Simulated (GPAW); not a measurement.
# Cl/Ag(100): work function by functional and basis, part 2 of 2

Wanted: work functions and dipole of Cl/Ag(100), with the cost of each level.

GPAW 26.7.0; GPAW, PAW setups; slab in vacuum, relaxation (the session's first sound run).

So far, upper work function (eV): step 2 (relaxing the atoms, PBE, GPAW) 6.48; step 6 (self-consistent run: xc = "LDA") 6.70; step 7 (self-consistent run: xc = "vdW-DF2", GPAW, PAW setups, GPAW) 6.94; step 8 (self-consistent run: xc = "RPBE") 6.40; step 9 (real-space grid: mode = "fd", PBE, GPAW) 6.48.

## Step 10: Atomic orbitals: mode = "lcao"

Atom-centred orbitals end a few angstrom from the surface, which tests how much the density's tail matters.

Contents of run.py:

```python
import json
import numpy as np
from ase import Atoms
from gpaw import GPAW

slab = Atoms(
    ['Ag', 'Ag', 'Ag', 'Ag', 'Cl'],
    positions=[
        [1.44603, 1.44603, 7.00000],
        [0.00000, 0.00000, 9.04500],
        [1.44603, 1.44603, 11.16892],
        [-0.00000, -0.00000, 13.29279],
        [1.44603, 1.44603, 15.18252]],
    cell=[[2.89207, 0.0, 0.0], [0.0, 2.89207, 0.0], [0.0, 0.0, 21.64841]],
    pbc=[True, True, False])

slab.calc = GPAW(mode='lcao', basis='dzp', h=0.18, xc='PBE', kpts={'size': (11, 11, 1), 'gamma': True},
                 occupations={'name': 'fermi-dirac', 'width': 0.1}, nbands='120%',
                 convergence={'density': 1e-05}, maxiter=200,
                 poissonsolver={'dipolelayer': 'xy'},
                 symmetry={'tolerance': 1e-3}, txt='slab.txt')
result = {}
energy = slab.get_potential_energy()
fermi = slab.calc.get_fermi_level()
v = slab.calc.get_electrostatic_potential().mean((0, 1)) - fermi
n = slab.calc.get_pseudo_density().mean((0, 1))
L = slab.cell[2, 2]
z = np.arange(len(v)) * L / len(v)
low, high = slab.positions[:, 2].min(), slab.positions[:, 2].max()
below, above = np.interp([low - 4.8, high + 4.8], z, v)
slopes = [np.interp(x, z, np.gradient(v, z)) for x in (low - 4.8, high + 4.8)]
eps = np.array([[slab.calc.get_eigenvalues(k, s) for k in range(len(slab.calc.get_ibz_k_points()))]
                for s in range(slab.calc.get_number_of_spins())]) - fermi
top, bottom = eps[eps < 0].max(), eps[eps > 0].min()
dipole = slab.get_dipole_moment()[2]
print(f'energy {energy:.4f} eV, Fermi level {fermi:.4f} eV, dipole {dipole:.5f} e A')
print(f'potential 4.8 A off the faces, from the Fermi level: lower {below:.4f} eV, upper {above:.4f} eV')
print(f'slope of the potential there: lower {slopes[0]:.5f}, upper {slopes[1]:.5f} eV/A')
print(f'nearest levels on the mesh: {top:.4f} and {bottom:.4f} eV')
print('magnetic moment', round(slab.get_magnetic_moment(), 3))
result.update(energy=energy, fermi=fermi, dipole=dipole, below=below, above=above, slopes=slopes, edges=[top, bottom],
              z=z.tolist(), v=v.tolist(), n=n.tolist(), positions=slab.positions.tolist(),
              forces=slab.get_forces(apply_constraint=False).tolist(), moments=slab.get_magnetic_moments().tolist())
json.dump(result, open('result.json', 'w'))
```

The run is started by

```bash
$ OMP_NUM_THREADS=1 OPENBLAS_NUM_THREADS=1 python run.py
```

Run time: 13 min. Hardware: 1 thread of Arm Neoverse V2, shared host; peak memory 0.38 GiB.

This step gave:

* dipole along the normal: -0.1099 e·Å
* levels nearest the Fermi level on the mesh: -0.08264, 0.02532 eV from the Fermi level
* upper work function: 6.607 eV
* lower work function: 4.229 eV

The electrostatic potential energy of an electron (without an applied field's), less the Fermi level, planar mean oscillates, so the rows of the table below give means over windows of 2.07 Å about each position, cut where the curve ends. Its maxima inside the range that stand out by 2 % of the span (Å: eV): 8.0: -0.781, 10.1: -0.224, 12.3: -0.0706, 14.3: -0.120. Its minima: 7.0: -17.3, 9.0: -17.6, 11.2: -17.4, 13.3: -17.2, 15.2: -18.6.

The electrostatic potential energy of an electron (without an applied field's), less the Fermi level, planar mean by z; means over each step:

z (Å), electrostatic potential energy of an electron (without an applied field's), less the Fermi level, planar mean (eV) and a bar from the least value:
```
     1.03        4.3 #########################
     3.10        4.2 #########################
     5.17        3.3 #######################
     7.24       -8.0 
     9.31       -8.0 
    11.38       -7.8 
    13.45       -7.8 
    15.52       -4.5 #######
    17.59        6.5 ##############################
    19.66        6.6 ##############################
```

The upper face's work function is 6.607 eV, against 6.485 eV in the first plane-wave PBE run at this geometry.

## Step 11: Cost and result by level

Times are for 1 thread of Arm Neoverse V2, shared host. Results by setting:

| no. | run | upper work function (eV) | lower work function (eV) | time | memory (GiB) |
| --- | --- | --- | --- | --- | --- |
| 1 | pw | 6.485 | 4.262 | 1.9 min | 0.24 |
| 2 | optPBE vdW | 6.728 | 4.439 | 2.1 min | 0.34 |
| 3 | revPBE | 6.395 | 4.086 | 2 min | 0.24 |
| 4 | LDA | 6.695 | 4.685 | 2.3 min | 0.24 |
| 5 | vdW DF2 | 6.938 | 4.672 | 3.9 min | 0.35 |
| 6 | RPBE | 6.400 | 4.060 | 2 min | 0.24 |
| 7 | fd | 6.483 | 4.259 | 12 min | 1.0 |
| 8 | lcao | 6.607 | 4.229 | 13 min | 0.38 |

## Step 12: Side by side

Results and costs are gathered.

This step: comparison of work functions, dipole and cost (GPAW 26.7.0).

Ladder, by row:

| step | code | work function, upper (eV) | work function, lower (eV) | dipole (e Å) | wall time (s) | peak memory (GiB) | threads |
| --- | --- | --- | --- | --- | --- | --- | --- |
| pw | GPAW | 6.485 | 4.262 | -0.1028 | 115.9 | 0.24 | 1 |
| optPBE-vdW | GPAW | 6.728 | 4.439 | -0.1058 | 126.8 | 0.34 | 1 |
| revPBE | GPAW | 6.395 | 4.086 | -0.1067 | 118.5 | 0.24 | 1 |
| LDA | GPAW | 6.695 | 4.685 | -0.09298 | 138.8 | 0.24 | 1 |
| vdW-DF2 | GPAW | 6.938 | 4.673 | -0.1047 | 236.6 | 0.35 | 1 |
| RPBE | GPAW | 6.4 | 4.06 | -0.1082 | 121.5 | 0.24 | 1 |
| fd | GPAW | 6.483 | 4.259 | -0.1028 | 748.1 | 1.04 | 1 |
| lcao | GPAW | 6.607 | 4.229 | -0.1099 | 773.3 | 0.38 | 1 |

## Step 13: A changed run

One more run, with changed settings.

This step: GPAW, PAW setups; slab in vacuum (GPAW 26.7.0).

Edit run.py of step 10 so:

```diff
@@ -3,3 +3,3 @@
 from ase import Atoms
-from gpaw import GPAW
+from gpaw import GPAW, PW
 
@@ -16,5 +16,5 @@
 
-slab.calc = GPAW(mode='lcao', basis='dzp', h=0.18, xc='PBE', kpts={'size': (11, 11, 1), 'gamma': True},
-                 occupations={'name': 'fermi-dirac', 'width': 0.1}, nbands='120%',
-                 convergence={'density': 1e-05}, maxiter=200,
+slab.calc = GPAW(mode=PW(400), xc='pbe96', kpts={'size': (11, 11, 1), 'gamma': True},
+                 occupations={'name': 'fermi-dirac', 'width': 0.1}, nbands='160%',
+                 convergence={'density': 1e-05}, maxiter=100,
                  poissonsolver={'dipolelayer': 'xy'},
```

Run time: 0.61 s. Hardware: 1 thread; peak memory 0.1 GiB.

The input was rejected at the start.

The program's message: “NameError: Unknown functional: pbe96.”

The change that led to it: xc = "pbe96".

## Step 14: Results

```json
{
  "work function, upper and lower face": "6.485 and 4.262 eV",
  "dipole along the normal": "-0.103 e Å"
}
```

With plane waves and PBE the work function is 6.48 eV on the upper face and 4.26 eV on the lower. The two faces differ by 2.2 eV, the step that the slab's dipole makes (e p/(ε0 A) gives 2.2 eV), so the dipole layer is needed. Over the sound runs of the table the upper face's work function spans 6.395 (revPBE) to 6.938 eV (vdW-DF2). Atomic orbitals miss the plane-wave value by 0.12 eV, since they describe the tail of the density in the vacuum poorly. The cell of 8.36 Å² holds one Cl, started on one chosen site; other sites and coverages weren't tried. The in-plane lattice was kept as typed, which isn't the functional's own and leaves some strain; spin-orbit coupling and temperature are left out.

[Logs are printed without paths, hosts, clocks, repeated set-up lines and the standing remarks that a program may print on its own settings, such as how far it seeks lower states.]

[Hosts, paths, dates, database ids (printed as entryN), source tags and the programs' standing remarks are cut or masked in the printed files.]
